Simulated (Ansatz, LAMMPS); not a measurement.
# An extra electron or hole in a frame of aqueous N(CH3)4+ and TFSI-, 0.9 mol of salt per kg of water from 300 K (215 atoms): runs compared

Aim: add and remove one electron in a frame of aqueous N(CH3)4+ and TFSI-, 0.9 mol of salt per kg of water from 300 K (215 atoms), with atoms held and relaxed, and read trapping energy and localisation.

Computed with Ansatz 0.2.0: Kohn-Sham DFT, PBE+D4, PAW (set soft_2), plane waves.

### Step 1. The cell as built

The cell holds 215 atoms: 6 C, 2 N, 134 H, 2 S, 65 O and 6 F. Cell: a = 13.029 Å, b = 13.029 Å, c = 13.029 Å, α = 90.0°, β = 90.0°, γ = 90.0°. 61 H2O, 1 N(CH3)4+, 1 TFSI- placed at random, at 1.09 g/cm³; overlaps pushed apart, then 10 ps at 420 K with MMFF94 bonds, angles, torsions, charges and radii (Halgren, J. Comput. Chem. 17, 490 (1996)) in harmonic and 12-6 forms; SPC/E water (Berendsen, Grigera and Straatsma, J. Phys. Chem. 91, 6269 (1987)); charges of ions scaled by 0.85. Snapshot after 20 ps at 300 K and fixed volume.

Limits known from the start: The network of contacts between molecules at the start is that of the classical potential that made the cell, and needn't be the one that DFT or experiment would give. Only the Γ point is sampled, in a cell whose shortest periodic width is 13 Å. The liquid is relaxed first, so the results are those of a frozen frame at zero temperature.

### Step 2. The reference run

The reference is a single point at the end of the relaxation.

The charged cells start from the geometry of this run, on a uniform background, with spin and a narrow Fermi–Dirac smearing.

Its input, with most atom lines left out:

```yaml
crystal:
  lattice:
    - [13.02916, 0.0, 0.0]
    - [0.0, 13.02916, 0.0]
    - [0.0, 0.0, 13.02916]
  atoms:
    - { symbol: C, position: [0.64103, 0.91926, 0.11566] }
    - { symbol: "N", position: [0.67242, 0.86394, 0.01987] }
    - { symbol: C, position: [0.62167, 0.7607, 0.01692] }
    - { symbol: C, position: [0.78685, 0.85046, 0.01856] }
    - { symbol: C, position: [0.63975, 0.92542, 0.928] }
    - { symbol: H, position: [0.6748, 0.99594, 0.11364] }
    - { symbol: H, position: [0.66872, 0.87565, 0.18191] }
    [... atom lines 8 to 215 left out ...]
kpoints:
  mp_grid: { grid: [1, 1, 1] }
hamiltonian:
  xc: pbe
  dispersion: d4
scf:
  occupations: { method: gaussian, width: 0.05 }
output:
  forces: true
  stress: true
  populations: true
  dos:
    method: { smearing: { sigma: 0.1 } }
    de: 0.1
    projected: { site_lists: { C: [C], F: [F], H: [H], "N": ["N"], O: [O] } }
  eigenvalues: true
  write_density: true
  write_potential: true
  volumetric_format: npy
```

| Quantity | Value |
| --- | --- |
| free energy per atom | -223.1346 eV/atom |
| r.m.s. force component | 0.0058 eV/Å |
| pressure | -0.5082 GPa |

Filled and empty levels are parted by 4.73 eV (at Γ alone); a semilocal functional tends to put such gaps too low. In a disordered cell it changes from sample to sample and from frame to frame.

### Step 3. The runs

Each row is one run, on 4 threads of Intel Xeon 6975P-C (Granite Rapids), shared host. The free energy is the program's total, comparable only between runs with the same functional, potentials and atoms; between charge states it hangs on the program's zero of potential.

| run | atoms | outcome | ionic steps, all passes | free energy (eV) | time | host memory (GiB) |
| --- | --- | --- | --- | --- | --- | --- |
| Single point at the start | 215 | converged | - | -47963.398 | 25 s | 3.3 |
| Relaxation | 215 | converged | 37 | -47973.949 | 13 min | 3.4 |
| Single point at the relaxed geometry | 215 | converged | - | -47973.949 | 43 s | 3.4 |
| An extra electron, atoms held | 215 | converged | - | -47971.412 | 2 min | 5.6 |
| An extra electron, atoms relaxed | 215 | cut at the time limit | 33 | -47972.199 | 22 min | 5.6 |
| An extra electron, levels at the relaxed geometry | 215 | converged | - | -47972.199 | 1.9 min | 5.6 |
| Neutral at the geometry of the electron | 215 | converged | - | -47974.763 | 44 s | 3.4 |
| An extra hole, atoms held | 215 | cut at the time limit | - | - | 1.7 min | 5.8 |

In some runs the program notes that the exchange-correlation potential is rough where the density is thin, starting moments were not kept and the stability of the SCF solution was not settled.

### Step 4. Energies and spread of the extra charge

Energies are differences within one cell and functional; the shift is the gain plus the neutral cell's energy at the new geometry, that is how much cheaper the vertical process becomes there. The spread is the participation number of the site moments (1/Σw², over the spin inside atomic spheres), with the atom that holds the largest share and the spin that the spheres hold in all.

| carrier | charged less neutral, atoms held (eV) | gain on relaxing (eV) | neutral cell at that geometry, less the reference (eV) | shift of the vertical energy (eV) | spread, atoms held | spread, relaxed |
| --- | --- | --- | --- | --- | --- | --- |
| electron * | 2.537 | 0.787 | -0.815 | -0.028 | - | - |

* The relaxation stopped at its limit.

### Step 5. Findings

The cell with the extra electron gains 0.79 eV on relaxing, but the reference isn't at a minimum: the neutral cell itself lies 0.81 eV lower at the new geometry, which leaves a shift of -0.028 eV. The cell with the electron keeps a moment of only 0.00 μB where one unpaired electron should give 1 μB: the carrier is shared between both spins, which can hide trapping. The runs for the hole were not obtained.

Caveats: Single energies of charged cells hang on the program's zero of potential. In the spin-polarised runs the search for a state of lower energy was switched off. No distortion was seeded, so a trapped state behind a barrier can't be found. Local and semilocal functionals favour spread-out charges, so trapping can be missed. The density was typed from a rule of thumb and may lie off the real one at this temperature. Charged cells carry a uniform background, with no correction for images.

The DFT runs together took 42 min of wall time.

[Logs are printed without paths, hosts, clocks, repeated set-up lines and the standing remarks that a program may print on its own settings, such as how far it seeks lower states.]

[Hosts, paths, dates, database ids (printed as entryN), source tags and the programs' standing remarks are cut or masked in the printed files.]

[The MMFF94 radii named for the starting cell were scaled by 0.96; in molecules described by MMFF94, hydrogen bound to N, O or S took a small fixed 12-6 site in their place.]
